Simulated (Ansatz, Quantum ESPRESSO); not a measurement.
# Ba2C (Fm-3m): zone-centre phonons

Wanted: the vibrations of Ba2C (Fm-3m) at Γ, by two programs.

Main program and level: Quantum ESPRESSO 7.5; DFT LDA, scalar-relativistic, plane waves, PseudoDojo norm-conserving pseudopotentials.

The structure was built from a prototype and need not be the compound's stable phase.

### Step 1. The structure

The structure is cubic, space group Fm-3m (No. 225). The conventional cell has a = 7.825 Å, b = 7.825 Å, c = 7.825 Å, α = 90.00°, β = 90.00°, γ = 90.00°. Nearest to Ba lie 4 C at 3.39 Å. C has 8 Ba at 3.39 Å nearest. Farther neighbours are not listed.

### Step 2. A probe with smearing

Before anything dear is run, a loose run with smearing shows whether this is a metal and how far the cell is from rest.

Input file probe.in:

```
 &control
    calculation='scf',
    prefix='x',
    outdir='./tmp',
    pseudo_dir='./pseudo',
    tprnfor=.true.,
    tstress=.true.,
    verbosity='high',
 /
 &system
    ibrav=0,
    nat=3,
    ntyp=2,
    ecutwfc=74.0,
    occupations='smearing',
    smearing='gaussian',
    degauss=0.01,
 /
 &electrons
    conv_thr=1.0d-07,
    mixing_beta=0.7,
    electron_maxstep=100,
 /
ATOMIC_SPECIES
 Ba    137.3270  Ba.upf
 C      12.0110  C.upf
CELL_PARAMETERS angstrom
    -3.912520000    0.000000000    3.912520000
     0.000000000    3.912520000    3.912520000
    -3.912520000    3.912520000    0.000000000
ATOMIC_POSITIONS crystal
 Ba     0.750000000   0.750000000   0.750000000
 Ba     0.250000000   0.250000000   0.250000000
 C      0.000000000   0.000000000   0.000000000
K_POINTS automatic
 4 4 4 0 0 0
```

Started as:

```
OMP_NUM_THREADS=1 mpirun -n 4 pw.x -nk 4 -in probe.in > probe.out
```

Output:

```text
[banners, grids, parts of the stress and lines that vanish by symmetry left out]
Program PWSCF v.7.5
     Message from routine setup:
     using ibrav=0 with symmetry is DISCOURAGED, use correct ibrav instead
[...]
kinetic-energy cutoff     =      74.0000  Ry
     charge density cutoff     =     296.0000  Ry
     scf convergence threshold =      1.0E-07
[...]
Exchange-correlation= SLA  PW   NOGX NOGC
                           (   1   4   0   0   0   0   0)
[...]
48 Sym. Ops., with inversion, found
[...]
(     0          1          0      )
                  (     0          0          1      )
[...]
(  0.0000000  1.0000000  0.0000000 )
                  ( -0.0000000 -0.0000000  1.0000000 )
[...]
(     1          0         -1      )
                  (     0          0         -1      )
[...]
(     0          1         -1      )
                  (     0          1          0      )
[...]
( -1.0000000  0.0000000  0.0000000 )
                  (  0.0000000  1.0000000 -0.0000000 )
[...]
number of k points=     8  Gaussian smearing, width (Ry)=  0.0100
[...]
End of self-consistent calculation
[...]
the Fermi energy is     6.2184 ev
!    total energy              =    -124.51385081 Ry
[...]
convergence has been achieved in  26 iterations
[...]
atom    1 type  1   force =    -0.00000000    0.00000000   -0.00000000
     atom    2 type  1   force =    -0.00000000   -0.00000000   -0.00000000
     atom    3 type  2   force =    -0.00000000   -0.00000000   -0.00000000
[...]
Total force =     0.000000     Total SCF correction =     0.000000
[...]
total   stress  (Ry/bohr**3)                   (kbar)     P=      -71.94
[...]
XML data file, charge density, pseudopotentials, collected wavefunctions

   JOB DONE.
```

Run time: 11 s. Hardware: 4 MPI ranks of Arm Neoverse V2, shared host; 44 s of CPU time.

Numbers from this step:

```
volume per atom   : 39.93 Å³
pressure          : -7.194 GPa
gap on the k-mesh : 0 eV
```

No gap opens on this mesh, so smearing is kept; the start stands at -7.2 GPa.

### Step 3. Relaxation

The harmonic expansion starts where the forces on the atoms vanish, and stress shifts the frequencies, so cell and atoms are relaxed with tight thresholds.

Input file relax.in:

```
 &control
    calculation='vc-relax',
    prefix='x',
    outdir='./tmp',
    pseudo_dir='./pseudo',
    tprnfor=.true.,
    tstress=.true.,
    forc_conv_thr=2.0d-05,
    etot_conv_thr=1.0d-07,
    nstep=40,
 /
 &system
    ibrav=0,
    nat=3,
    ntyp=2,
    ecutwfc=74.0,
    occupations='smearing',
    smearing='mv',
    degauss=0.02,
 /
 &electrons
    conv_thr=1.0d-11,
    mixing_beta=0.7,
    electron_maxstep=100,
 /
 &ions
 /
 &cell
    press_conv_thr=0.1,
 /
ATOMIC_SPECIES
 Ba    137.3270  Ba.upf
 C      12.0110  C.upf
CELL_PARAMETERS angstrom
    -3.912520000    0.000000000    3.912520000
     0.000000000    3.912520000    3.912520000
    -3.912520000    3.912520000    0.000000000
ATOMIC_POSITIONS crystal
 Ba     0.750000000   0.750000000   0.750000000
 Ba     0.250000000   0.250000000   0.250000000
 C      0.000000000   0.000000000   0.000000000
K_POINTS automatic
 8 8 8 0 0 0
```

Started as:

```
OMP_NUM_THREADS=1 mpirun -n 4 pw.x -nk 4 -in relax.in > relax.out
```

Output:

```text
[banners, grids, parts of the stress and lines that vanish by symmetry left out]
[banner, memory and clock lines left out]
Program PWSCF v.7.5

[...]
kinetic-energy cutoff     =      74.0000  Ry
     charge density cutoff     =     296.0000  Ry
     scf convergence threshold =      1.0E-11
[...]
energy convergence thresh.=      1.0E-07
     force convergence thresh. =      2.0E-05
     press convergence thresh. =      1.0E-01
     Exchange-correlation= SLA  PW   NOGX NOGC
                           (   1   4   0   0   0   0   0)
[...]
48 Sym. Ops., with inversion, found
[...]
number of k points=    29  Marzari-Vanderbilt smearing, width (Ry)=  0.0200
[...]
End of self-consistent calculation
[...]
the Fermi energy is     6.1839 ev
!    total energy              =    -124.51001161 Ry
[...]
convergence has been achieved in  26 iterations
[...]
atom    1 type  1   force =    -0.00000000   -0.00000000   -0.00000000
     atom    2 type  1   force =     0.00000000    0.00000000    0.00000000
     atom    3 type  2   force =     0.00000000    0.00000000    0.00000000
     Total force =     0.000000     Total SCF correction =     0.000000
[...]
total   stress  (Ry/bohr**3)                   (kbar)     P=      -72.02
[...]
number of bfgs steps    =   0
[...]
CELL_PARAMETERS (angstrom)
[...]
ATOMIC_POSITIONS (crystal)
Ba               0.7500000000        0.7500000000        0.7500000000
Ba               0.2500000000        0.2500000000        0.2500000000
C               -0.0000000000        0.0000000000       -0.0000000000
[...]
New effective cutoffs (rho, wfc):  302.74   75.84
[...]
End of self-consistent calculation
[...]
the Fermi energy is     6.4901 ev
!    total energy              =    -124.52427963 Ry
[...]
convergence has been achieved in  10 iterations
[...]
atom    1 type  1   force =    -0.00000000    0.00000000   -0.00000000
     atom    2 type  1   force =     0.00000000   -0.00000000   -0.00000000
     atom    3 type  2   force =    -0.00000000   -0.00000000    0.00000000
     Total force =     0.000000     Total SCF correction =     0.000000
[...]
total   stress  (Ry/bohr**3)                   (kbar)     P=      -71.04
[...]
number of bfgs steps    =   1
[...]
WARNING: bfgs curvature condition failed, Theta= 0.831
[...]
CELL_PARAMETERS (angstrom)
[...]
ATOMIC_POSITIONS (crystal)
Ba               0.7500000000        0.7500000000        0.7500000000
[...]
New effective cutoffs (rho, wfc):  314.32   78.74
[...]
End of self-consistent calculation
[...]
the Fermi energy is     6.9748 ev
!    total energy              =    -124.54451478 Ry
[...]
convergence has been achieved in  14 iterations
[...]
atom    1 type  1   force =    -0.00000000   -0.00000000   -0.00000000
     atom    2 type  1   force =    -0.00000000   -0.00000000    0.00000000
     atom    3 type  2   force =    -0.00000000   -0.00000000   -0.00000000
     Total force =     0.000000     Total SCF correction =     0.000000
[...]
total   stress  (Ry/bohr**3)                   (kbar)     P=      -68.27
[...]
number of bfgs steps    =   2
[...]
CELL_PARAMETERS (angstrom)
[...]
ATOMIC_POSITIONS (crystal)
[...]
number of bfgs steps    =   5
[...]
the Fermi energy is    10.0981 ev
!    total energy              =    -124.60495934 Ry
[...]
convergence has been achieved in  11 iterations
[...]
Total force =     0.000000     Total SCF correction =     0.000000
[...]
total   stress  (Ry/bohr**3)                   (kbar)     P=       -3.24
[...]
number of bfgs steps    =   6
[...]
the Fermi energy is    10.1812 ev
!    total energy              =    -124.60500308 Ry
[...]
convergence has been achieved in   9 iterations
[...]
Total force =     0.000000     Total SCF correction =     0.000000
[...]
total   stress  (Ry/bohr**3)                   (kbar)     P=       -0.25
[...]
number of bfgs steps    =   7
[...]
New effective cutoffs (rho, wfc):  385.93   96.67
[...]
the Fermi energy is    10.1882 ev
!    total energy              =    -124.60500333 Ry
[...]
convergence has been achieved in   8 iterations
[...]
atom    2 type  1   force =     0.00000000    0.00000000    0.00000000
     atom    3 type  2   force =    -0.00000000    0.00000000   -0.00000000
     Total force =     0.000000     Total SCF correction =     0.000000
[...]
total   stress  (Ry/bohr**3)                   (kbar)     P=        0.00
[...]
number of bfgs steps    =   8
[...]
small trust_radius: resetting bfgs history
[...]
CELL_PARAMETERS (angstrom)
[...]
ATOMIC_POSITIONS (crystal)
[...]
New effective cutoffs (rho, wfc):  385.93   96.67
[...]
End of self-consistent calculation
[...]
the Fermi energy is    10.1881 ev
!    total energy              =    -124.60500333 Ry
[...]
convergence has been achieved in   1 iterations
[...]
atom    1 type  1   force =    -0.00000000   -0.00000000    0.00000000
     atom    2 type  1   force =     0.00000000    0.00000000    0.00000000
     atom    3 type  2   force =     0.00000000    0.00000000   -0.00000000
     Total force =     0.000000     Total SCF correction =     0.000000
[...]
total   stress  (Ry/bohr**3)                   (kbar)     P=        0.00
[...]
bfgs converged in  10 scf cycles and   9 bfgs steps
[...]
End of BFGS Geometry Optimization
     Final enthalpy           =    -124.6050033332 Ry
     File ./tmp/x.bfgs deleted, as requested
[...]
CELL_PARAMETERS (angstrom)
[...]
ATOMIC_POSITIONS (crystal)
[...]
Ba               0.2500000000        0.2500000000        0.2500000000
C               -0.0000000000       -0.0000000000        0.0000000000
[...]
Final scf calculation at the relaxed structure.
[...]
kinetic-energy cutoff     =      74.0000  Ry
     charge density cutoff     =     296.0000  Ry
     scf convergence threshold =      1.0E-13
[...]
press convergence thresh. =      1.0E-01
     Exchange-correlation= SLA  PW   NOGX NOGC
                           (   1   4   0   0   0   0   0)
[...]
48 Sym. Ops., with inversion, found
[...]
number of k points=    29  Marzari-Vanderbilt smearing, width (Ry)=  0.0200
[...]
c_bands:  1 eigenvalues not converged
     c_bands:  1 eigenvalues not converged
     c_bands:  1 eigenvalues not converged
     c_bands:  1 eigenvalues not converged
[...]
End of self-consistent calculation
[...]
the Fermi energy is    10.1882 ev
!    total energy              =    -124.60471219 Ry
[...]
convergence has been achieved in  25 iterations
[...]
atom    1 type  1   force =     0.00000000    0.00000000   -0.00000000
     atom    2 type  1   force =     0.00000000    0.00000000   -0.00000000
     atom    3 type  2   force =     0.00000000   -0.00000000    0.00000000
     Total force =     0.000000     Total SCF correction =     0.000000
[...]
total   stress  (Ry/bohr**3)                   (kbar)     P=       -0.78
[...]
XML data file, charge density, pseudopotentials, collected wavefunctions
```

Run time: 3.7 min. Hardware: 4 MPI ranks; 15 min of CPU time.

Step by step:

| step | energy less that of the first step (eV) | largest force (eV/Å) | pressure (GPa) | volume (Å³) |
| --- | --- | --- | --- | --- |
| 1 | 0.0000 | 0.0000 | -7.20 | 119.78 |
| 2 | -0.1941 | 0.0000 | -7.10 | 115.44 |
| 3 | -0.4694 | 0.0000 | -6.83 | 109.12 |
| 4 | -0.8341 | 0.0000 | -5.99 | 100.08 |
| 5 | -1.2133 | 0.0000 | -3.22 | 87.48 |
| 6 | -1.2647 | 0.0000 | 2.43 | 76.39 |
| 7 | -1.2918 | 0.0000 | -0.32 | 80.79 |
| 8 | -1.2924 | 0.0000 | -0.03 | 80.25 |
| 9 | -1.2924 | 0.0000 | 0.00 | 80.20 |
| 10 | -1.2924 | 0.0000 | 0.00 | 80.20 |
| 11 | -1.2885 | 0.0000 | -0.08 | 80.20 |

| cell as run | before | after | change |
| --- | --- | --- | --- |
| a (Å) | 5.533 | 4.841 | -12.5 % |
| b (Å) | 5.533 | 4.841 | -12.5 % |
| c (Å) | 5.533 | 4.841 | -12.5 % |
| volume (Å³/atom) | 39.93 | 26.73 | -33.0 % |

Final coordinates:

```cif
data_structure
_symmetry_space_group_name_H-M 'P 1'
_symmetry_Int_Tables_number 1
_cell_length_a 4.8407
_cell_length_b 4.8407
_cell_length_c 4.8407
_cell_angle_alpha 60.000
_cell_angle_beta 60.000
_cell_angle_gamma 60.000
_cell_volume 80.20
loop_
_atom_site_label
_atom_site_type_symbol
_atom_site_fract_x
_atom_site_fract_y
_atom_site_fract_z
_atom_site_occupancy
Ba1 Ba 0.75000 0.75000 0.75000 1
Ba2 Ba 0.25000 0.25000 0.25000 1
C3 C 0.00000 0.00000 0.00000 1
```

The last row of the table of steps is pw.x's closing run on a basis chosen anew for the final cell, so its energy can jump.

This step gave:

| Quantity | Value |
| --- | --- |
| volume per atom | 26.73 Å³ |
| pressure | -0.078 GPa |

The volume changes by -33.0 % from the cell with which this run began.

### Step 4. Self-consistent run for the response

Perturbation theory inherits every error of the wavefunctions, so the threshold is set near the limit of the arithmetic. Smearing stays on, as the first look found no gap above 0.3 eV.

Input file scf.in:

```
 &control
    calculation='scf',
    prefix='x',
    outdir='./tmp',
    pseudo_dir='./pseudo',
    tprnfor=.true.,
    tstress=.true.,
 /
 &system
    ibrav=0,
    nat=3,
    ntyp=2,
    ecutwfc=74.0,
    occupations='smearing',
    smearing='mv',
    degauss=0.02,
 /
 &electrons
    conv_thr=1.0d-12,
    mixing_beta=0.7,
    electron_maxstep=100,
 /
ATOMIC_SPECIES
 Ba    137.3270  Ba.upf
 C      12.0110  C.upf
CELL_PARAMETERS angstrom
    -3.422859460    0.000000000    3.422859460
     0.000000000    3.422859460    3.422859460
    -3.422859460    3.422859460    0.000000000
ATOMIC_POSITIONS crystal
 Ba     0.750000000   0.750000000   0.750000000
 Ba     0.250000000   0.250000000   0.250000000
 C      0.000000000   0.000000000   0.000000000
K_POINTS automatic
 8 8 8 0 0 0
```

Started as:

```
OMP_NUM_THREADS=1 mpirun -n 4 pw.x -nk 4 -in scf.in > scf.out
```

Output:

```text
[banners, grids, parts of the stress and lines that vanish by symmetry left out]
[banner, memory and clock lines left out]
Program PWSCF v.7.5

[...]
kinetic-energy cutoff     =      74.0000  Ry
     charge density cutoff     =     296.0000  Ry
     scf convergence threshold =      1.0E-12
[...]
Exchange-correlation= SLA  PW   NOGX NOGC
                           (   1   4   0   0   0   0   0)
[...]
48 Sym. Ops., with inversion, found
[...]
number of k points=    29  Marzari-Vanderbilt smearing, width (Ry)=  0.0200
[...]
End of self-consistent calculation
[...]
the Fermi energy is    10.1882 ev
!    total energy              =    -124.60471219 Ry
[...]
convergence has been achieved in  26 iterations
[...]
atom    1 type  1   force =     0.00000000    0.00000000   -0.00000000
     atom    2 type  1   force =    -0.00000000   -0.00000000    0.00000000
     atom    3 type  2   force =    -0.00000000   -0.00000000    0.00000000
     Total force =     0.000000     Total SCF correction =     0.000000
[...]
total   stress  (Ry/bohr**3)                   (kbar)     P=       -0.78
[...]
XML data file, charge density, pseudopotentials, collected wavefunctions
```

It took 36 s on 4 MPI ranks.

The cell stands at -0.078 GPa, close enough for phonons.

(Continued in part 2 of 3.)

[Host names and launcher messages were left out of these logs when they were recorded.]

[Logs are printed without paths, hosts, clocks, repeated set-up lines and the standing remarks that a program may print on its own settings, such as how far it seeks lower states.]

[Hosts, paths, dates, database ids (printed as entryN), source tags and the programs' standing remarks are cut or masked in the printed files.]
